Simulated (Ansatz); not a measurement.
# Resistivity from frozen vibrations: Mo(100) with 4 thermally displaced layers, 2x2

How much do lattice vibrations at 500 K scatter the electrons of Mo? Layers with random displacements are laid between perfect leads, and the resistance is followed against their length. The measured value for the pure metal at this temperature is 10.6 µΩ cm (CRC Handbook of Chemistry and Physics, 84th ed., 2003, Electrical Resistivity of Pure Metals).

Main program and level: Ansatz 0.2.0; Ansatz plane-wave DFT, PBE, PAW files; ballistic transport by layer matching (Landauer), zero bias; PAW set soft_1.

### Step 1. The structure

The cell holds 56 atoms: 56 Mo. Cell: a = 6.294 Å, b = 6.294 Å, c = 22.029 Å, α = 90.0°, β = 90.0°, γ = 90.0°. It derives from Mo. Regions: lead, 40 atoms (40 Mo); scattering region, 16 atoms (16 Mo). The structure is stacked along c, and the current runs across the ab planes.

### Step 2. With 4 displaced layers

Each atom of 4 layers is moved at random, by amounts drawn from a normal law 0.0619 Å wide in each direction from the Debye model (450 K) at 500 K. The layers about the cell's end stay perfect and serve as the lead. Disorder leaves little or no symmetry, which makes such runs dear. Energies from -0.05 to 0.05 eV in steps of 0.05 eV are too few for the program's thermal sum, so it prints no conductance; for a metal the transmission near the Fermi level serves, at a fraction of the cost.

Input file input.yaml:

```yaml
crystal:
  lattice:
    - [6.294, 0.0, 0.0]
    - [0.0, 6.294, 0.0]
    - [0.0, 0.0, 22.029]
  atoms:
    - { symbol: Mo, position: [0.0, 0.0, 0.0357142857] }
    - { symbol: Mo, position: [0.0, 0.5, 0.0357142857] }
    - { symbol: Mo, position: [0.5, 0.0, 0.0357142857] }
    - { symbol: Mo, position: [0.5, 0.5, 0.0357142857] }
    - { symbol: Mo, position: [0.25, 0.25, 0.1071428571] }
    - { symbol: Mo, position: [0.25, 0.75, 0.1071428571] }
    - { symbol: Mo, position: [0.75, 0.25, 0.1071428571] }
    - { symbol: Mo, position: [0.75, 0.75, 0.1071428571] }
    - { symbol: Mo, position: [0.0, 0.0, 0.1785714286] }
    - { symbol: Mo, position: [0.0, 0.5, 0.1785714286] }
    - { symbol: Mo, position: [0.5, 0.0, 0.1785714286] }
    - { symbol: Mo, position: [0.5, 0.5, 0.1785714286] }
    - { symbol: Mo, position: [0.25, 0.25, 0.25] }
    - { symbol: Mo, position: [0.25, 0.75, 0.25] }
    - { symbol: Mo, position: [0.75, 0.25, 0.25] }
    - { symbol: Mo, position: [0.75, 0.75, 0.25] }
    - { symbol: Mo, position: [0.0, 0.0, 0.3214285714] }
    - { symbol: Mo, position: [0.0, 0.5, 0.3214285714] }
    - { symbol: Mo, position: [0.5, 0.0, 0.3214285714] }
    - { symbol: Mo, position: [0.5, 0.5, 0.3214285714] }
    - { symbol: Mo, position: [0.2503361408, 0.2633673476, 0.3962971244] }
    - { symbol: Mo, position: [0.2449832951, 0.7470707342, 0.3913758326] }
    - { symbol: Mo, position: [0.7556008414, 0.2494488441, 0.394954986] }
    - { symbol: Mo, position: [0.7318393989, 0.7654003603, 0.3925862854] }
    - { symbol: Mo, position: [0.0066886352, 0.9986574496, 0.4632209069] }
    - { symbol: Mo, position: [0.0045527234, 0.5081055921, 0.4637168509] }
    - { symbol: Mo, position: [0.4984979962, 0.0067409364, 0.4618411122] }
    - { symbol: Mo, position: [0.4851124638, 0.5038829707, 0.4624022372] }
    - { symbol: Mo, position: [0.2311215984, 0.2419972363, 0.5344009034] }
    - { symbol: Mo, position: [0.2382699164, 0.7353279503, 0.5358171936] }
    - { symbol: Mo, position: [0.7588206394, 0.2477081352, 0.5336256823] }
    - { symbol: Mo, position: [0.7537847806, 0.7570509709, 0.5348716196] }
    - { symbol: Mo, position: [0.0053544968, 0.0102522554, 0.6065615604] }
    - { symbol: Mo, position: [0.9920025264, 0.5034176685, 0.6078381606] }
    - { symbol: Mo, position: [0.5108021613, 0.9873715986, 0.6052845269] }
    - { symbol: Mo, position: [0.4917601843, 0.4829533215, 0.607497985] }
    - { symbol: Mo, position: [0.25, 0.25, 0.6785714286] }
    - { symbol: Mo, position: [0.25, 0.75, 0.6785714286] }
    - { symbol: Mo, position: [0.75, 0.25, 0.6785714286] }
    - { symbol: Mo, position: [0.75, 0.75, 0.6785714286] }
    - { symbol: Mo, position: [0.0, 0.0, 0.75] }
    - { symbol: Mo, position: [0.0, 0.5, 0.75] }
    - { symbol: Mo, position: [0.5, 0.0, 0.75] }
    - { symbol: Mo, position: [0.5, 0.5, 0.75] }
    - { symbol: Mo, position: [0.25, 0.25, 0.8214285714] }
    - { symbol: Mo, position: [0.25, 0.75, 0.8214285714] }
    - { symbol: Mo, position: [0.75, 0.25, 0.8214285714] }
    - { symbol: Mo, position: [0.75, 0.75, 0.8214285714] }
    - { symbol: Mo, position: [0.0, 0.0, 0.8928571429] }
    - { symbol: Mo, position: [0.0, 0.5, 0.8928571429] }
    - { symbol: Mo, position: [0.5, 0.0, 0.8928571429] }
    - { symbol: Mo, position: [0.5, 0.5, 0.8928571429] }
    - { symbol: Mo, position: [0.25, 0.25, 0.9642857143] }
    - { symbol: Mo, position: [0.25, 0.75, 0.9642857143] }
    - { symbol: Mo, position: [0.75, 0.25, 0.9642857143] }
    - { symbol: Mo, position: [0.75, 0.75, 0.9642857143] }
kpoints:
  mp_grid: { grid: [4, 4, 1] }
hamiltonian:
  xc: pbe
  pseudopotentials: { kind: paw, azcp: { folder: soft_1 } }
scf:
  occupations: { method: fermi_dirac, width: 0.1 }
output:
  transmission: { leads: [[0, 4]], kmesh: [8, 8], e_range: [-0.05, 0.05], de: 0.05 }
  write_potential: true
  write_density: true
  volumetric_format: npy
```

Command:

```sh
> ansatz run input.yaml --threads 8 --pin off --max-ram 15360MiB --backend cpu --events-out ev --progress --plain --runs-dir out
```

Numbers of over 12 decimals in the logs are rounded to 6 here.

What it wrote:

```text
Engine: ansatz 0.2.0, aarch64-unknown-linux-gnu
Pseudopotentials: kind: paw
Pseudopotential: Mo, paw, valence charge 14, recommended cutoff 420 eV (normal), soft_1/Mo.paw.azcp
Functional definition: PBE
  parameter kappa = 0.804
  parameter beta = 0.066725
  exchange = pbe_x(kappa = kappa, mu = beta*pi^2/3)
  correlation = pbe_c(beta = beta)
Crystal: 56 atoms, lattice volume = 872.666 Å³
Basis set: ecut = 420 eV, 17109 PW (Γ)
Bands: 471, of which v1, the nominal top of the filled ones, is band 392 counted from 1 (391 counted from 0)
Symmetry: 1 space group operations
Space group: P1 (ITA 1), of the structure as read, at distance tolerance 9.6e-5 Å
k-points: 10 of 16 (time reversal used)
Non-local potential: Mo, projectors of the file, l = 0: 3, l = 1: 2, l = 2: 2, l = 3: 1
PAW form: soft (Blöchl's): semilocal exchange-correlation on the pseudo side does not see the compensation charge
PAW one-centre angular grid: Mo, 590 points (default); XC on 64 Gauss nodes
Initial density: superposition of atomic densities (chi_scale 0.1, normalization cell)
Initial wavefunctions: pseudopotential atomic-orbital guess
Functional: x = pbe(κ = 0.804, μ = 0.219515), c = pbe(β = 0.066725)
SCF iter   1: F=—  HF=-277572.822502 eV  |F-HF|=—  |Δ(HF+E_count)|=         —  Δρ=1.06e-1  dr2=9.88e1  ethr=3.10e-3  ⟨swp⟩=4.2  Hψ=15702  notcnv=0
preconditioner: auto → Kerker (q_TF=auto, 2.680 Å⁻¹)  [metal: Δε(μ)=0.020 eV  Ē_g=4.668 eV  σ=0.100 eV  W_gap=0.05  n_scr=286 (ndim 8)  ℏωp=23.0 eV  f_vac=0.000  D(μ)=37.21/eV (n_scr^D=302)]
SCF iter   2: F=—  HF=-277547.453219 eV  |F-HF|=—  |Δ(HF+E_count)|=    2.54e1  Δρ=5.91e-2  dr2=2.88e1  ethr=3.10e-3  ⟨swp⟩=2.1  Hψ=9313  notcnv=0
SCF iter   3: F=—  HF=-277538.444105 eV  |F-HF|=—  |Δ(HF+E_count)|=    9.01e0  Δρ=7.98e-3  dr2=2.24e-1  ethr=3.10e-3  ⟨swp⟩=2.2  Hψ=8641  notcnv=0
SCF iter   4: F=—  HF=-277538.499552 eV  |F-HF|=—  |Δ(HF+E_count)|=   5.54e-2  Δρ=9.38e-4  dr2=6.77e-3  ethr=2.85e-5  ⟨swp⟩=2.9  Hψ=8823  notcnv=0
SCF iter   5: F=—  HF=-277538.499761 eV  |F-HF|=—  |Δ(HF+E_count)|=   2.09e-4  Δρ=1.64e-4  dr2=1.12e-4  ethr=8.64e-7  ⟨swp⟩=2.4  Hψ=8860  notcnv=0
SCF iter   6: F=—  HF=-277538.499788 eV  |F-HF|=—  |Δ(HF+E_count)|=   2.63e-5  Δρ=2.77e-5  dr2=5.64e-6  ethr=1.42e-8  ⟨swp⟩=2.0  Hψ=7760  notcnv=0
SCF iter   7: F=—  HF=-277538.498847 eV  |F-HF|=—  |Δ(HF+E_count)|=   9.40e-4  Δρ=4.30e-6  dr2=2.87e-7  ethr=7.20e-10  ⟨swp⟩=1.3  Hψ=4738  notcnv=0
SCF iter   8: F=-277538.498847 eV  HF=-277538.498847 eV  |F-HF|=1.74e-8  |Δ(HF+E_count)|=   6.17e-9  Δρ=8.70e-7  dr2=2.10e-8  ethr=1.28e-11  ⟨swp⟩=6.6  Hψ=10614  notcnv=0
SCF 1 converged in 8 iterations: F = -277538.498847 eV  dr2 = 2.10e-8
  greatest PAW one-centre occupation: 0.999 electrons in one spin orbital (limit 2), on the Mo atom at site 21 (counted from 0), in its partial waves of l = 0
transmission: 144 of 1428 steps passed
transmission: 288 of 1428 steps passed
[...]
transmission: 1428 of 1428 steps passed
SCF converged after 8 iterations
Free energy (F): -277538.498847 eV
Harris-Foulkes:  -277538.498847 eV  (|F-HF|=1.74e-8)
Internal energy: -277537.077563 eV  (E = F + TS)
E sigma→0 (E₀):  -277537.788205 eV
Entropy (-TS):   -1.421284 eV (-25.380 meV/atom)
Fermi energy:    21.179117 eV
--- Per-component energies (eV) ---
  E_band       = -3032.023168
  E_kinetic    = 23667.916246
  E_local      = -43109.364418  (includes V_loc(G=0)·N_el)
  E_nonlocal   = 8294.596499
  E_hartree    = 14692.786255
  E_xc         = -9882.293664
  E_vxc        = -12321.916668  (∫ρ·V_xc dr)
  E_paw        = -179862.817337  (= ΣΔE_a)
  E_vpaw       = -8948.822309  (= ΣTr[D̂ρ^β])
  E_aug_tail   = 0.002654  (compensation charges beyond the density's cutoff)
  E_ewald      = -91337.903798
  E_smearing   = -1.421284  (= −TS)
  E_closure    = 0.000000  (closes the sum)
  Σ components = -277538.498847   (vs F -277538.498847, Δ=0.00e0)
--- Band table (eV; the first three rows and the last of 10) ---
  k-point 0: bands = [... 388 lower, 21.1104, 21.1553, 21.1751, 21.1844, 21.1855, 21.2017, 21.2247, 21.2797, ... 75 higher]
  k-point 1: bands = [... 388 lower, 21.1545, 21.1713, 21.1790, 21.2453, 21.2508, 21.2727, 21.2867, 21.3010, ... 75 higher]
  k-point 2: bands = [... 388 lower, 21.1705, 21.1862, 21.2434, 21.2858, 21.2974, 21.3119, 21.3375, 21.3470, ... 75 higher]
  k-point 9: bands = [... 388 lower, 20.3151, 20.3498, 20.4169, 20.4567, 21.4150, 21.4356, 21.4725, 21.4901, ... 75 higher]
--- Transmission ---
  basis      : 349 plane waves across, 42 finite elements along
  points     : 34, standing for a mesh of 8 x 8
  energies   : 3 from -0.050000 to 0.050000 eV about the Fermi level, 0.050000 eV apart; the leads are filled to 0.000000 eV, and channels, transmission and decay are at 0.000000 eV
  crystal 0  : Mo4, at the sites [0, 4], period 1.5735 Å, over 15.73 Å; its Hamiltonian steps by up to 1.7 meV
    offset         : up to 0.0000 Å between an atom of the period and one for which it stands
    channels       : 6.781250e0 a spin
    conductance    : none, the energies end too early or step too widely for 300 K: set another output.transmission.e_range or a lower de, or, where they end at an eighth of basis.ecutwfc, a higher one
    slowest decay  : 0.0507 /Å at (0.3750, 0.5000)
  junction   : crystal 0 to crystal 0, 0.70 to 21.15 Å
    transmission   : 6.145380e0 a spin
    conductance    : none, the energies end too early or step too widely for 300 K: set another output.transmission.e_range or a lower de, or, where they end at an eighth of basis.ecutwfc, a higher one
```

It took 10 min on 8 threads of Arm Neoverse V1, shared host; peak memory 9 GiB; 51 min of CPU time.

Numbers from this step:

- free energy: -277538.4988 eV
- energy at zero smearing: -277537.7882 eV
- Fermi energy: 21.18 eV
- cell area: 39.61 Å²
- transmission per spin nearest the Fermi level: 6.145
- open channels per spin nearest the Fermi level: 6.781
- step of the lead's potential: 1.7 meV

Per spin. Transmission, zone mean against energy, zero at the Fermi level:

```csv
energy (eV),"transmission, zone mean"
-0.0500,6.00
0.0000,6.15
0.0500,6.26
```

Per spin. Table of open channels, zone mean, lead by energy, zero at the Fermi level:

| energy (eV) | open channels, zone mean, lead |
| --- | --- |
| -0.0500 | 6.59 |
| 0.0000 | 6.78 |
| 0.0500 | 6.84 |

Transmission over k1 and k2. At 0.0000 eV from the Fermi level.

Values, 8 rows by 8 columns:
```
 0.0  1.0  2.0  4.8  6.7  4.8  2.0  1.0
 3.6  2.0  4.6 10.3 13.0 10.6  4.9  2.0
 3.8  4.8 10.4 12.8 13.1 12.8 10.4  4.8
 3.7  6.6 12.6 13.1 13.3 13.1 12.6  6.6
 3.8  4.8 10.4 12.8 13.1 12.8 10.4  4.8
 3.6  2.0  4.9 10.6 13.0 10.3  4.6  2.0
 0.0  1.0  2.0  4.8  6.7  4.8  2.0  1.0
 0.0  0.0  3.8  3.9  3.8  3.9  3.8  0.0
```
Columns: k1 (b1) from -0.5 to 0.375; rows upwards: k2 (b2) from -0.5 to 0.375.

Open channels over k1 and k2. At 0.0000 eV from the Fermi level.

Ten even steps from '0' (0.0) to '9' (15.0):
```
00134310
21489841
23899983
24999994
23899983
21489841
00134310
00222220
```
Columns: k1 (b1) from -0.5 to 0.375; rows upwards: k2 (b2) from -0.5 to 0.375.

Over the solved energies the transmission per spin lies between 6.00 and 6.26, out of 6.74 channels of the lead on average (up to 6.84).

### Step 3. With 8 displaced layers

Each atom of 8 layers is moved at random, by amounts drawn from a normal law 0.0619 Å wide in each direction from the Debye model (450 K) at 500 K. A fresh draw is used; the growth of the resistance with length is what counts.

System of this step: Mo(100) with 8 thermally displaced layers, 2x2. The cell holds 72 atoms: 72 Mo. Its edges and angles: a = 6.294 Å, b = 6.294 Å, c = 28.323 Å, α = 90.0°, β = 90.0°, γ = 90.0°. It derives from Mo. Regions: lead, 40 atoms (40 Mo); scattering region, 32 atoms (32 Mo). The structure is stacked along c, and the current runs across the ab planes.

Input file input.yaml:

```yaml
crystal:
  lattice:
    - [6.294, 0.0, 0.0]
    - [0.0, 6.294, 0.0]
    - [0.0, 0.0, 28.323]
  atoms:
    - { symbol: Mo, position: [0.0, 0.0, 0.0277777778] }
    - { symbol: Mo, position: [0.0, 0.5, 0.0277777778] }
    - { symbol: Mo, position: [0.5, 0.0, 0.0277777778] }
    - { symbol: Mo, position: [0.5, 0.5, 0.0277777778] }
    - { symbol: Mo, position: [0.25, 0.25, 0.0833333333] }
    - { symbol: Mo, position: [0.25, 0.75, 0.0833333333] }
    - { symbol: Mo, position: [0.75, 0.25, 0.0833333333] }
    - { symbol: Mo, position: [0.75, 0.75, 0.0833333333] }
    - { symbol: Mo, position: [0.0, 0.0, 0.1388888889] }
    - { symbol: Mo, position: [0.0, 0.5, 0.1388888889] }
    - { symbol: Mo, position: [0.5, 0.0, 0.1388888889] }
    - { symbol: Mo, position: [0.5, 0.5, 0.1388888889] }
    - { symbol: Mo, position: [0.25, 0.25, 0.1944444444] }
    - { symbol: Mo, position: [0.25, 0.75, 0.1944444444] }
    - { symbol: Mo, position: [0.75, 0.25, 0.1944444444] }
    - { symbol: Mo, position: [0.75, 0.75, 0.1944444444] }
    - { symbol: Mo, position: [0.0, 0.0, 0.25] }
    - { symbol: Mo, position: [0.0, 0.5, 0.25] }
    - { symbol: Mo, position: [0.5, 0.0, 0.25] }
    - { symbol: Mo, position: [0.5, 0.5, 0.25] }
    - { symbol: Mo, position: [0.2551887149, 0.2427371347, 0.3085826577] }
    - { symbol: Mo, position: [0.2580801384, 0.7561675857, 0.30643313] }
    - { symbol: Mo, position: [0.7593949552, 0.2369056299, 0.3068967541] }
    - { symbol: Mo, position: [0.7559257526, 0.7326219883, 0.3063136819] }
    - { symbol: Mo, position: [0.9975381686, 0.0076829597, 0.3601519303] }
    - { symbol: Mo, position: [0.9998206786, 0.5033704899, 0.3591968187] }
    - { symbol: Mo, position: [0.5058846582, 0.9989681324, 0.3621869949] }
    - { symbol: Mo, position: [0.4948699423, 0.5106781834, 0.362433243] }
    - { symbol: Mo, position: [0.2482498792, 0.2562126172, 0.4194187437] }
    - { symbol: Mo, position: [0.2676086112, 0.7345305531, 0.4185959676] }
    - { symbol: Mo, position: [0.7545719755, 0.2490772775, 0.4144674937] }
    - { symbol: Mo, position: [0.7623591157, 0.7375961604, 0.4179052229] }
    - { symbol: Mo, position: [0.0127983479, 0.98427404, 0.4715613379] }
    - { symbol: Mo, position: [0.9871294076, 0.5023992366, 0.4755305453] }
    - { symbol: Mo, position: [0.5198930875, 0.982519789, 0.4709661813] }
    - { symbol: Mo, position: [0.5069163808, 0.5155264287, 0.4731424043] }
    - { symbol: Mo, position: [0.242664761, 0.2529210277, 0.5277414713] }
    - { symbol: Mo, position: [0.2479970745, 0.7427795931, 0.5286237903] }
    - { symbol: Mo, position: [0.7530266898, 0.2490858956, 0.5272934755] }
    - { symbol: Mo, position: [0.7373682975, 0.7452205252, 0.530413403] }
    - { symbol: Mo, position: [0.9981266681, 0.9858466856, 0.586248574] }
    - { symbol: Mo, position: [0.0052129104, 0.5207240913, 0.5834698982] }
    - { symbol: Mo, position: [0.4954642403, 0.9857685568, 0.5862254074] }
    - { symbol: Mo, position: [0.5252602432, 0.4919295881, 0.5819196975] }
    - { symbol: Mo, position: [0.2558609872, 0.2418370758, 0.6382978237] }
    - { symbol: Mo, position: [0.2465608306, 0.7518871012, 0.6412806431] }
    - { symbol: Mo, position: [0.7502169411, 0.2590335818, 0.6379715943] }
    - { symbol: Mo, position: [0.7532225077, 0.7289796239, 0.635721314] }
    - { symbol: Mo, position: [0.0078244313, 0.9941983847, 0.6957113339] }
    - { symbol: Mo, position: [0.0053316546, 0.5129990021, 0.696218042] }
    - { symbol: Mo, position: [0.5099977948, 0.9989021863, 0.6929189618] }
    - { symbol: Mo, position: [0.4928082234, 0.4952021586, 0.6919762055] }
    - { symbol: Mo, position: [0.25, 0.25, 0.75] }
    - { symbol: Mo, position: [0.25, 0.75, 0.75] }
    - { symbol: Mo, position: [0.75, 0.25, 0.75] }
    - { symbol: Mo, position: [0.75, 0.75, 0.75] }
    - { symbol: Mo, position: [0.0, 0.0, 0.8055555556] }
    - { symbol: Mo, position: [0.0, 0.5, 0.8055555556] }
    - { symbol: Mo, position: [0.5, 0.0, 0.8055555556] }
    - { symbol: Mo, position: [0.5, 0.5, 0.8055555556] }
    - { symbol: Mo, position: [0.25, 0.25, 0.8611111111] }
    - { symbol: Mo, position: [0.25, 0.75, 0.8611111111] }
    - { symbol: Mo, position: [0.75, 0.25, 0.8611111111] }
    - { symbol: Mo, position: [0.75, 0.75, 0.8611111111] }
    - { symbol: Mo, position: [0.0, 0.0, 0.9166666667] }
    - { symbol: Mo, position: [0.0, 0.5, 0.9166666667] }
    - { symbol: Mo, position: [0.5, 0.0, 0.9166666667] }
    - { symbol: Mo, position: [0.5, 0.5, 0.9166666667] }
    - { symbol: Mo, position: [0.25, 0.25, 0.9722222222] }
    - { symbol: Mo, position: [0.25, 0.75, 0.9722222222] }
    - { symbol: Mo, position: [0.75, 0.25, 0.9722222222] }
    - { symbol: Mo, position: [0.75, 0.75, 0.9722222222] }
kpoints:
  mp_grid: { grid: [4, 4, 1] }
hamiltonian:
  xc: pbe
  pseudopotentials: { kind: paw, azcp: { folder: soft_1 } }
scf:
  occupations: { method: fermi_dirac, width: 0.1 }
output:
  transmission: { leads: [[0, 4]], kmesh: [8, 8], e_range: [-0.05, 0.05], de: 0.05 }
  write_potential: true
  write_density: true
  volumetric_format: npy
```

What it wrote:

```text
[...]
Crystal: 72 atoms, lattice volume = 1122.000 Å³
Basis set: ecut = 420 eV, 21955 PW (Γ)
Bands: 605, of which v1, the nominal top of the filled ones, is band 504 counted from 1 (503 counted from 0)
Symmetry: 1 space group operations
[...]
k-points: 10 of 16 (time reversal used)
[...]
SCF iter   1: F=—  HF=-356878.096788 eV  |F-HF|=—  |Δ(HF+E_count)|=         —  Δρ=1.06e-1  dr2=1.28e2  ethr=3.10e-3  ⟨swp⟩=4.3  Hψ=20401  notcnv=0
[...]
SCF iter   8: F=-356834.091758 eV  HF=-356834.091758 eV  |F-HF|=3.57e-8  |Δ(HF+E_count)|=   1.34e-8  Δρ=1.18e-6  dr2=4.32e-8  ethr=9.92e-12  ⟨swp⟩=7.0  Hψ=14349  notcnv=0
SCF 1 converged in 8 iterations: F = -356834.091758 eV  dr2 = 4.32e-8
[...]
transmission: 196 of 1904 steps passed
transmission: 384 of 1904 steps passed
[...]
transmission: 1904 of 1904 steps passed
SCF converged after 8 iterations
Free energy (F): -356834.091758 eV
[...]
Internal energy: -356832.436594 eV  (E = F + TS)
E sigma→0 (E₀):  -356833.264176 eV
Entropy (-TS):   -1.655163 eV (-22.988 meV/atom)
Fermi energy:    21.101853 eV
[...]
--- Band table (eV; the first three rows and the last of 10) ---
  k-point 0: bands = [... 500 lower, 20.9434, 20.9574, 20.9653, 20.9925, 20.9995, 21.0296, 21.0536, 21.0719, ... 97 higher]
  k-point 1: bands = [... 500 lower, 21.0593, 21.0717, 21.0827, 21.0989, 21.1203, 21.1380, 21.1545, 21.1715, ... 97 higher]
  k-point 2: bands = [... 500 lower, 20.8983, 20.9853, 21.0116, 21.1062, 21.1590, 21.2339, 21.2587, 21.2890, ... 97 higher]
  k-point 9: bands = [... 500 lower, 20.3564, 20.3791, 20.4241, 20.4310, 21.3460, 21.3888, 21.4396, 21.4731, ... 97 higher]
--- Transmission ---
  basis      : 349 plane waves across, 56 finite elements along
  points     : 34, standing for a mesh of 8 x 8
[...]
channels       : 6.593750e0 a spin
[...]
slowest decay  : 0.0406 /Å at (0.3750, 0.5000)
  junction   : crystal 0 to crystal 0, 0.70 to 27.45 Å
    transmission   : 5.134609e0 a spin
[...]
```

Elapsed: 11 min, on 8 threads; peak memory 8.1 GiB; 79 min of CPU time.

This step gave:

| Property | Result |
| --- | --- |
| free energy | -356834.0918 eV |
| energy at zero smearing | -356833.2642 eV |
| Fermi energy | 21.10 eV |
| transmission per spin nearest the Fermi level | 5.135 |
| open channels per spin nearest the Fermi level | 6.594 |
| step of the lead's potential | 4 meV |

Per spin. Transmission, zone mean against energy, zero at the Fermi level:

```
energy (eV)  transmission, zone mean
    -0.0500                     5.17
     0.0000                     5.13
     0.0500                     5.08
```

Over the solved energies the transmission per spin lies between 5.08 and 5.17, out of 6.59 channels of the lead on average (up to 6.66).

(Part 1 of 2 ends here.)

[Logs are printed without paths, hosts, clocks, repeated set-up lines and the standing remarks that a program may print on its own settings, such as how far it seeks lower states.]

[Hosts, paths, dates, database ids (printed as entryN), source tags and the programs' standing remarks are cut or masked in the printed files.]
